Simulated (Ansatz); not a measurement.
**BaC2 (R-3m): phonons and vibrational spectra**

How does BaC2 (R-3m) vibrate, and is this structure a minimum?

Method: DFT PBEsol, scalar-relativistic, plane waves, PAW, in Ansatz 0.2.0.

This is a report of a sequence of runs, with most program output left out.

## Step 1: Set-up

Symmetry: R-3m, No. 166, trigonal system. Conventional cell: a = 5.238 Å, b = 5.238 Å, c = 7.458 Å, α = 90.00°, β = 90.00°, γ = 120.00°. Nearest to Ba lie 14 C at 3.08 to 3.56 Å. Nearest to C lie 4 C at 1.27 to 3.26 Å and 7 Ba at 3.08 to 3.56 Å. Farther neighbours are not listed.

## Step 2: Bringing the structure to rest

The cell and atoms are relaxed, since residual forces and stress would shift the frequencies.

Input file input.yaml:

```yaml
crystal:
  lattice:
    - [2.6188173636, 1.5119749099, 2.4859528344]
    - [-2.6188173636, 1.5119749099, 2.4859528344]
    - [0.0, -3.0239498197, 2.4859528344]
  atoms:
    - { symbol: Ba, position: [0.0, 0.0, 0.0] }
    - { symbol: C, position: [0.584937, 0.584937, 0.584937] }
    - { symbol: C, position: [0.415063, 0.415063, 0.415063] }
kpoints:
  mp_grid: { grid: [6, 6, 6] }
hamiltonian:
  xc: pbesol
scf:
  occupations: { method: gaussian, width: 0.02 }
output:
  forces: true
  stress: true
  eigenvalues: true
relax:
  adjacent_minimum: "off"
  f_tol: 0.005
  max_steps: 80
  cell: { stress_tol: 0.05 }
```

On the command line:

```sh
$ ansatz run input.yaml --threads 4 --pin off --max-ram 7168MiB --backend cpu --events-out ev --progress --plain --runs-dir out
```

Elapsed: 5 s, on 4 threads of Arm Neoverse V2, shared host; peak memory 0.34 GiB.

The steps of the relaxation:

```csv
step,energy less that of the first step (eV),largest force component (eV/Å),pressure (GPa),volume (Å³)
1,0.0000,0.0633,-3.18,59.06
2,0.0155,0.2700,5.02,50.91
3,-0.0468,0.0727,-0.53,55.53
4,-0.0484,0.0237,0.05,54.95
5,-0.0484,0.0014,0.01,55.01
6*,-0.0451,0.0015,-0.08,55.01
7,-0.0450,0.1645,-0.19,54.92
8,-0.0452,0.0003,-0.02,54.94
9*,-0.0451,0.0002,-0.02,54.94
```

Relaxation steps marked * repeat the geometry before them on a plane-wave basis chosen anew for their cell, so energy and pressure can jump there. Relaxation steps 2, 7 were tried and not accepted.

Forces are held to the 12 operations that the run works with; a distortion that breaks them can't arise in this run.

```csv
"conventional cell, symmetrised",before,after,change
a (Å),5.238,5.085,-2.9 %
b (Å),5.238,5.085,-2.9 %
c (Å),7.458,7.361,-1.3 %
volume (Å³/atom),19.69,18.31,-7.0 %
```

Final coordinates:

```cif
data_structure
_symmetry_space_group_name_H-M 'P 1'
_symmetry_Int_Tables_number 1
_cell_length_a 3.8262
_cell_length_b 3.8262
_cell_length_c 3.8262
_cell_angle_alpha 83.288
_cell_angle_beta 83.288
_cell_angle_gamma 83.288
_cell_volume 54.94
loop_
_atom_site_label
_atom_site_type_symbol
_atom_site_fract_x
_atom_site_fract_y
_atom_site_fract_z
_atom_site_occupancy
Ba1 Ba 0.00000 0.00000 0.00000 1
C2 C 0.58593 0.58593 0.58593 1
C3 C 0.41407 0.41407 0.41407 1
```

Numbers from this step:

| Property | Result |
| --- | --- |
| pressure | -0.02383 GPa |
| gap on the k-mesh | 1.183 eV |
| volume per atom | 18.31 Å³ |
| direct gap on mesh | 2.039 eV |

In this step the volume went from 19.69 to 18.31 Å³/atom.

## Step 3: Relaxing to small forces for the phonons

Phonons need a cell at rest on their own settings, so the relaxation is repeated with tight tolerances on forces and stress on the k mesh and occupations of the first response run.

Input file input.yaml:

```yaml
crystal:
  lattice:
    - [2.5424829153, 1.4679031956, 2.4536905395]
    - [-2.5424829153, 1.4679031956, 2.4536905395]
    - [0.0, -2.9358063912, 2.4536905396]
  atoms:
    - { symbol: Ba, position: [0.0, 0.0, 0.0] }
    - { symbol: C, position: [0.5859345673, 0.5859345673, 0.5859345673] }
    - { symbol: C, position: [0.4140654327, 0.4140654327, 0.4140654327] }
kpoints:
  mp_grid: { grid: [6, 6, 6] }
hamiltonian:
  xc: pbesol
scf:
  occupations: { method: fixed }
output:
  forces: true
  stress: true
  eigenvalues: true
relax:
  adjacent_minimum: "off"
  f_tol: 0.001
  max_steps: 60
  cell: { stress_tol: 0.01 }
```

The job ended after 1.9 s (4 threads; peak memory 0.33 GiB; 6.4 s of CPU time).

Little changed from the start: no atom moved by 0.005 Å and no cell edge by 0.1 %.

This step gave:

- pressure: -0.001171 GPa
- gap on the k-mesh: 1.182 eV
- direct gap on mesh: 2.038 eV

The largest force component left is 0.47 meV/Å and the pressure is -0.001 GPa, within the tolerances set. The cell now holds 18.31 Å³/atom.

## Step 4: Linear response at the zone centre

The zone centre comes first: it holds the modes that light can see, as far as symmetry allows. The response to a homogeneous field gives the Born charges and the dielectric tensor, and its change with displacement the Raman tensors.

Input file input.yaml:

```yaml
crystal:
  lattice:
    - [2.5416668573, 1.4674320443, 2.4540292503]
    - [-2.5416668573, 1.4674320443, 2.4540292503]
    - [0.0, -2.9348640885, 2.4540292504]
  atoms:
    - { symbol: Ba, position: [0.0, 0.0, 0.0] }
    - { symbol: C, position: [0.5859222677, 0.5859222677, 0.5859222677] }
    - { symbol: C, position: [0.4140777323, 0.4140777323, 0.4140777323] }
kpoints:
  mp_grid: { grid: [6, 6, 6] }
hamiltonian:
  xc: pbesol
scf:
  occupations: { method: fixed }
output:
  eigenvalues: true
phonons:
  method: dfpt
  dielectric: true
  rigid_motions: translations
  raman: true
```

The job ended after 52 s (4 threads; peak memory 0.74 GiB; 3.3 min of CPU time).

Numbers from this step:

```
sum-rule residual before enforcement                    : 1.46e-4 eV/Å²
miss of the charge sum rule                             : 7.90e-4 e
estimated error of the dielectric tensor                : 0.01651
estimated error of the Born charges                     : 0.01294 e
point group                                             : -3m
highest optical mode at the zone centre (no LO-TO term) : 1824 cm⁻¹
lowest optical zone-centre mode                         : 164.1 cm⁻¹
mean high-frequency dielectric constant                 : 4.951
largest Born charge (third of the trace)                : 2.756 e
mean static dielectric constant                         : 16.88
top of the zone-centre spectrum with the field          : 1824 cm⁻¹
```

Without the LO-TO term. Patterns of degenerate modes are one choice out of their space. Modes at Γ, with each element's share of the kinetic energy:

```csv
mode,frequency (cm⁻¹),symmetry,Ba %,C %
1,0.0,acoustic,85,15
2,0.0,acoustic,85,15
3,0.0,acoustic,85,15
4,164.1,A2u,15,85
5,168.4,Eu,15,85
6,168.4,Eu,15,85
7,299.7,Eg,0,100
8,299.7,Eg,0,100
9,1823.9,A1g,0,100
```

Displacements in mode 4 (164.1 cm⁻¹), the largest set to 1:
```
Ba1  0.00  0.00 -0.17
C2   0.00  0.00  1.00
C3   0.00  0.00  1.00
```

Displacements in mode 8 (299.7 cm⁻¹), the largest set to 1:
```
Ba1  0.00  0.00  0.00
C2  -1.00 -0.04  0.00
C3   1.00  0.04  0.00
```

Optical modes at the zone centre, without and with the macroscopic field of the longitudinal modes; each column is sorted by frequency, so a row need not hold one and the same mode. Modes with and without the field, by row:

```csv
rank among optical modes,no field (cm⁻¹),"q along (1, 0, 0) (cm⁻¹)","q along (0, 0, 1) (cm⁻¹)"
1,164.1,164.1,168.4
2,168.4,168.4,168.4
3,168.4,299.7,290.6
4,299.7,299.7,299.7
5,299.7,318.2,299.7
6,1824,1824,1824
```

Born charge (rows field, columns displacement) (e), principal values of the symmetric part by kind of site:

```csv
atom,atoms with these values,low,middle,high,mean
Ba1,1,2.68,2.80,2.80,2.76
C2,2,-1.40,-1.40,-1.34,-1.38
```

In full for Ba1:

```
2.80 0.00 0.00
0.00 2.80 0.00
0.00 0.00 2.68
```

High-frequency dielectric tensor:

```
4.70 0.00 0.00
0.00 4.70 0.00
0.00 0.00 5.46
```

Static dielectric tensor (ions relaxed, fixed cell):

```
16.77  0.00  0.00
 0.00 16.77  0.00
 0.00  0.00 17.11
```

Transverse modes. Infrared lines, with heights relative to the strongest:

```csv
position (cm⁻¹),label,relative intensity
164,A2u,46
168,Eu,100
300,Eg,0.0
1824,A1g,0.0
```

Activity x (w_L - w)^4 (n + 1)/w, 532 nm, 300 K; the tensors are static ones, while 532 nm light lies above the computed direct gap, where resonance would change the heights; modes without the macroscopic field alone. Raman lines, with heights relative to the strongest:

```csv
position (cm⁻¹),label,relative intensity
164,A2u,0.0
168,Eu,0.0
300,Eg,76
1824,A1g,100
```

Before it was imposed, the acoustic sum rule was missed by 1.5e-4 eV/Å² and the charge sum rule by 7.9e-4 e. Small misses are needed for a sound result but don't prove that mesh and cutoff are converged. The lowest optical mode is real, 164 cm⁻¹.

The log warns of the k mesh: “the force constants stand on the 6×6×6 k-mesh, whose period is 13.41 times the interband length at k = (0.0000, 0.0000, 0.0000), direct gap 2.038 eV, under 14: take them and everything formed from them as unconverged”.

## Step 5: Phonons on a q mesh

Stability and thermal properties need the whole zone. Linear response on a 2×2×2 q mesh gives force constants as far as a supercell of that size would, and the tensors from the zone-centre run are typed in so that the long-range dipole term is interpolated apart.

input.yaml, the sections that differ from step 4:

```yaml
phonons:
  method: dfpt
  qmesh: [2, 2, 2]
  temperatures: { t_max: 1000, t_step: 50 }
  qpath:
    path:
      - [[0.0, 0.0, 0.0], [0.5, 0.5, 0.5], [0.59495583, 0.40504417, 0.5]]
      - [[0.5, -0.40504417, 0.40504417], [0.5, 0.0, 0.0], [0.0, 0.0, 0.0], [0.45252209, -0.45252209, 0.0]]
      - [[0.54747791, 0.0, 0.45252209], [0.5, 0.0, 0.5], [0.0, 0.0, 0.0]]
    npoints: 10
  non_analytic_term:
    high_frequency_dielectric_tensor: [[4.6959, 0.0, 0.0], [0.0, 4.6959, 0.0], [0.0, 0.0, 5.4598]]
    born_effective_charges:
      - { species: Ba, tensor: [[2.7952, 0.0, 0.0], [0.0, 2.7952, 0.0], [0.0, 0.0, 2.6765]] }
      - { species: C, tensor: [[-1.3976, 0.0, 0.0], [0.0, -1.3976, 0.0], [0.0, 0.0, -1.3382]] }
      - { species: C, tensor: [[-1.3976, 0.0, 0.0], [0.0, -1.3976, 0.0], [0.0, 0.0, -1.3382]] }
    source: "zone-centre run at this cell"
# crystal, kpoints, hamiltonian, scf, output: as in step 4
```

Run time: 20 s. Hardware: 4 threads; peak memory 0.57 GiB.

Numbers from this step:

- sum-rule residual before enforcement: 7.73e-5 eV/Å²
- lowest frequency on the path: 0 cm⁻¹
- highest frequency on the path or at a solved wavevector: 1832 cm⁻¹
- mean frequency: 362.4 cm⁻¹
- Debye temperature (second moment): 1184 K
- logarithmic mean frequency: 201.1 cm⁻¹
- lowest mode on the q mesh (acoustic modes at Γ apart): 45.73 cm⁻¹
- zero-point energy per atom: 67.39 meV
- heat capacity at 300 K: 20.63 J/(mol atoms K)
- vibrational entropy at 300 K: 29.91 J/(mol atoms K)
- edges of the widest gap between branches, on path and mesh: 318.5, 1824 cm⁻¹

Frequencies (cm⁻¹) solved at each irreducible wavevector; negative means imaginary. Frequencies by wavevector, by row:

```csv
q in reciprocal lattice units,star,mode 1,mode 2,mode 3,mode 4,mode 5,mode 6,mode 7,mode 8,mode 9
0 0 0,1,0,0,0,164.1,168.4,168.4,299.7,299.7,1824
0 0 -0.5,3,48.5,53.9,126.9,188.7,196.1,261.7,277.6,308,1827
0 -0.5 -0.5,3,45.7,94.7,102.1,157.8,216.4,232.5,252.2,296.6,1829
-0.5 -0.5 -0.5,1,90,90,108.4,197.3,197.3,231.2,268.9,268.9,1832
```

Interpolated from a 2×2×2 q mesh, rough between the solved points, with the LO-TO term (at Γ the limit along the path; where Γ stands inside the path, tables give the limit on arrival). Phonon branches along the path, in cm⁻¹:

```csv
point,branch 1,branch 2,branch 3,branch 4,branch 5,branch 6,branch 7,branch 8,branch 9
Γ,0,0,0,168,168,291,300,300,1824
halfway,59,59,107,176,176,240,292,292,1829
T,90,90,108,197,197,231,269,269,1832
halfway,90,90,108,199,201,229,268,268,1832
H2,89,89,105,204,208,222,266,266,1831
jump to H0,89,89,105,204,208,222,266,266,1831
halfway,71,73,110,187,203,240,267,293,1828
L,48,54,127,189,196,262,278,308,1827
halfway,38,43,90,178,178,282,289,310,1826
Γ,0,0,0,165,168,300,300,310,1824
halfway,40,73,97,178,208,266,276,310,1826
S0,46,96,101,159,217,234,255,296,1829
jump to S2,46,96,101,159,217,234,255,296,1829
halfway,46,95,102,158,216,233,253,296,1829
F,46,95,102,158,216,232,252,297,1829
halfway,48,61,98,173,194,258,284,296,1827
Γ,0,0,0,167,168,300,300,301,1824
```

Tetrahedra on a 16×16×16 mesh, mean over bins of 20 cm-1. Interpolated from a 2×2×2 q mesh, rough between the solved points. The phonon density of states by wavenumber; read off at these points:

wavenumber (cm⁻¹), phonon density of states (1/cm⁻¹/cell) and a bar:
```
       10     0.0005 
       50     0.0381 ######################
      110     0.0377 ######################
      150     0.0002 
      190     0.0404 #######################
      210     0.0362 #####################
      250     0.0196 ###########
      270     0.0524 ##############################
      310     0.0146 ########
      350     0.0000 
      410     0.0000 
      450     0.0000 
      510     0.0000 
      550     0.0000 
      610     0.0000 
      650     0.0000 
      690     0.0000 
      750     0.0000 
      790     0.0000 
      850     0.0000 
      890     0.0000 
      950     0.0000 
      990     0.0000 
     1050     0.0000 
     1090     0.0000 
     1150     0.0000 
     1190     0.0000 
     1230     0.0000 
     1290     0.0000 
     1330     0.0000 
     1390     0.0000 
     1430     0.0000 
     1490     0.0000 
     1530     0.0000 
     1590     0.0000 
     1630     0.0000 
     1690     0.0000 
     1730     0.0000 
     1790     0.0000 
     1830     0.0500 #############################
```

The partial phonon density of states has structure finer than the step of the table below, so its rows give means over 100 cm⁻¹, whole bins alone (the curve runs from -10 to 1897 cm⁻¹). Peaks (cm⁻¹: height): Ba 85.9: 0.0350; C 193.9: 0.0356, 277.8: 0.0444, 1825.0: 0.0284.

Phonopy on the run's constants, 15x15x15 mesh, Gaussian sigma 13.6 cm-1. Interpolated from a 2×2×2 q mesh, rough between the solved points. Partial phonon density of states against wavenumber; means over each step; values in 1/cm⁻¹/cell:

```csv
wavenumber (cm⁻¹),Ba,C
100,0.0239,0.00115
200,6.9e-4,0.0256
300,2.9e-4,0.0230
400,5.9e-7,7.7e-6
500,0,0
600,0,0
700,0,0
800,0,0
900,0,0
1000,0,0
1100,0,0
1200,0,0
1300,0,0
1400,0,0
1500,0,0
1600,0,0
1700,0,0
1800,0,0.00930
```

Harmonic thermodynamic functions per atom, from the density of states. Interpolated from a 2×2×2 q mesh, rough between the solved points. Thermodynamic functions, by row:

```csv
T (K),F_vib (meV/atom),S (J/mol-atom/K),C_V (J/mol-atom/K)
0,67.39,0,0
50,66.73,3.857,6.452
100,63,10.53,13.16
200,45.89,21.86,18.92
300,18.84,29.91,20.63
400,-15.43,35.97,21.43
500,-55.3,40.81,21.98
600,-99.75,44.86,22.44
700,-148.1,48.35,22.82
800,-199.8,51.41,23.14
900,-254.6,54.16,23.41
1000,-312,56.63,23.62
```

Harmonic mean-square displacement, third of the trace. Interpolated from a 2×2×2 q mesh, rough between the solved points. Mean square displacements, by row:

```csv
T (K),Ba1 U_eq (Å²),C2 U_eq (Å²),C3 U_eq (Å²)
0,0.00173,0.00545,0.00545
100,0.00432,0.00673,0.00673
300,0.01219,0.01372,0.01372
600,0.02423,0.02595,0.02595
```

Symmetry leaves 4 wavevectors to solve. The lowest mode among them, the acoustic zeros apart, lies at q = (0, -0.5, -0.5) and is real, 45.7 cm⁻¹.

## Step 6: Another isotope, element Ba, natural mass 137.327 amu

An isotope changes the mass and not the force constants, so no new electronic calculation is needed; the shifts show which modes move this element.

The same force constants with the mass of Ba changed from 137.327 to 133.905 u (phonopy, no LO-TO term). Both lists are sorted by frequency; levels can cross, so a row need not hold one and the same mode. Modes under 3 cm⁻¹ are left out. Isotope shifts, by row:

```csv
q,rank,natural mass (cm⁻¹),changed mass (cm⁻¹)
0 0 0,4,164.1,164.5
0 0 0,5,168.4,168.7
0 0 0,6,168.4,168.7
0 0 0,7,299.7,299.7
0 0 0,8,299.7,299.7
0 0 0,9,1824,1824
0 0 -0.5,1,48.51,49.12
0 0 -0.5,2,53.88,54.56
0 0 -0.5,3,126.9,128.4
0 0 -0.5,4,188.7,188.7
0 0 -0.5,5,196.1,196.1
0 0 -0.5,6,261.7,261.9
0 0 -0.5,7,277.6,277.6
0 0 -0.5,8,308,308
0 0 -0.5,9,1827,1827
0 -0.5 -0.5,1,45.73,46.31
0 -0.5 -0.5,2,94.73,95.93
0 -0.5 -0.5,3,102.1,103.3
0 -0.5 -0.5,4,157.8,157.8
0 -0.5 -0.5,5,216.4,216.5
0 -0.5 -0.5,6,232.5,232.5
0 -0.5 -0.5,7,252.2,252.3
0 -0.5 -0.5,8,296.6,296.6
0 -0.5 -0.5,9,1829,1829
-0.5 -0.5 -0.5,1,89.95,91.09
-0.5 -0.5 -0.5,2,89.95,91.09
-0.5 -0.5 -0.5,3,108.4,109.8
-0.5 -0.5 -0.5,4,197.3,197.3
-0.5 -0.5 -0.5,5,197.3,197.3
-0.5 -0.5 -0.5,6,231.2,231.2
-0.5 -0.5 -0.5,7,268.9,268.9
-0.5 -0.5 -0.5,8,268.9,268.9
-0.5 -0.5 -0.5,9,1832,1832
```

A mode of this element alone would shift by +1.27 %. The highest zone-centre frequency without the field goes from 1823.9 to 1823.9 cm⁻¹ (+0.0 %). The product of the frequency ratios over all optical modes at Γ is 1.006; the product rule, (m/m′)^(3k/2) (M′/M)^(3/2) with k = 1 such atoms and M the mass of the cell, gives 1.006.

## Step 7: Another isotope, element C, natural mass 12.011 amu

The same for C, from 12.01 to 13.00 u.

The same force constants with the mass of C changed from 12.011 to 13.003 u (phonopy, no LO-TO term). Both lists are sorted by frequency; levels can cross, so a row need not hold one and the same mode. Modes under 3 cm⁻¹ are left out. Isotope shifts, by row:

```csv
q,rank,natural mass (cm⁻¹),changed mass (cm⁻¹)
0 0 0,4,164.1,158.7
0 0 0,5,168.4,162.8
0 0 0,6,168.4,162.8
0 0 0,7,299.7,288.1
0 0 0,8,299.7,288.1
0 0 0,9,1824,1753
0 0 -0.5,1,48.51,48.49
0 0 -0.5,2,53.88,53.88
0 0 -0.5,3,126.9,126.6
0 0 -0.5,4,188.7,181.3
0 0 -0.5,5,196.1,188.5
0 0 -0.5,6,261.7,252.1
0 0 -0.5,7,277.6,266.9
0 0 -0.5,8,308,296
0 0 -0.5,9,1827,1756
0 -0.5 -0.5,1,45.73,45.73
0 -0.5 -0.5,2,94.73,94.71
0 -0.5 -0.5,3,102.1,101.8
0 -0.5 -0.5,4,157.8,151.9
0 -0.5 -0.5,5,216.4,208.2
0 -0.5 -0.5,6,232.5,223.5
0 -0.5 -0.5,7,252.2,242.5
0 -0.5 -0.5,8,296.6,285.1
0 -0.5 -0.5,9,1829,1758
-0.5 -0.5 -0.5,1,89.95,89.93
-0.5 -0.5 -0.5,2,89.95,89.93
-0.5 -0.5 -0.5,3,108.4,108.4
-0.5 -0.5 -0.5,4,197.3,189.7
-0.5 -0.5 -0.5,5,197.3,189.7
-0.5 -0.5 -0.5,6,231.2,222.2
-0.5 -0.5 -0.5,7,268.9,258.4
-0.5 -0.5 -0.5,8,268.9,258.4
-0.5 -0.5 -0.5,9,1832,1761
```

A mode of this element alone would shift by -3.89 %. The highest zone-centre frequency without the field goes from 1823.9 to 1753.0 cm⁻¹ (-3.9 %). The product of the frequency ratios over all optical modes at Γ is 0.803; the product rule, (m/m′)^(3k/2) (M′/M)^(3/2) with k = 2 such atoms and M the mass of the cell, gives 0.803.

## Step 8: Outcome

```json
{
  "space group after relaxation (within 0.01 Å)": "R-3m",
  "volume per atom": "18.3 Å³",
  "gap on the k-mesh": "1.18 eV",
  "highest optical mode at the zone centre (no LO-TO term)": "1824 cm⁻¹",
  "top of the zone-centre spectrum with the field": "1824 cm⁻¹",
  "lowest optical zone-centre mode": "164 cm⁻¹",
  "mean high-frequency dielectric constant": "4.95",
  "mean static dielectric constant": "16.9",
  "largest Born charge (third of the trace)": "2.76 e",
  "lowest mode on the q mesh (acoustic modes at Γ apart)": "45.7 cm⁻¹",
  "highest frequency on the path or at a solved wavevector": "1832 cm⁻¹",
  "zero-point energy per atom": "67.4 meV",
  "heat capacity at 300 K": "20.6 J/(mol atoms K)",
  "vibrational entropy at 300 K": "29.9 J/(mol atoms K)",
  "Debye temperature (second moment)": "1184 K",
  "imaginary modes on the 2×2×2 q mesh": "none"
}
```

In words: The structure is a minimum as far as tested: no mode is imaginary at the 4 irreducible wavevectors of the 2×2×2 mesh, and the softest away from the acoustic zeros lies at 46 cm⁻¹. Without the field, the optical modes at Γ span 164 to 1824 cm⁻¹. The highest mode in this list at Γ, 1823.9 cm⁻¹, is mostly motion of C (100 % of the kinetic energy). The macroscopic field leaves the top of the zone-centre spectrum where it is. Lattice motion raises the mean dielectric constant from 4.951 to 16.88. The strongest infrared line is at 168 cm⁻¹. Averaged over orientations, the strongest Raman line at 532 nm and 300 K is at 1824 cm⁻¹. The tensors are the static, non-resonant ones, while 532 nm light (2.33 eV) lies above the computed gap. On the path and the mesh, the widest gap between branches runs from 318 to 1824 cm⁻¹. With the field response the log warns that the k mesh is coarse for the force constants too, so the frequencies may not be converged. The q mesh stands for a supercell only 7.7 Å across, so branches between the solved wavevectors are rough. The program warns that the interpolation holds no quadrupole term, so branches close to Γ can be off in this crystal. Spin-orbit coupling is left out, which can matter for the heavy elements here. These are harmonic frequencies at zero temperature: anharmonic shifts, linewidths and thermal expansion are left out.

[Logs are printed without paths, hosts, clocks, repeated set-up lines and the standing remarks that a program may print on its own settings, such as how far it seeks lower states.]

[Hosts, paths, dates, database ids (printed as entryN), source tags and the programs' standing remarks are cut or masked in the printed files.]
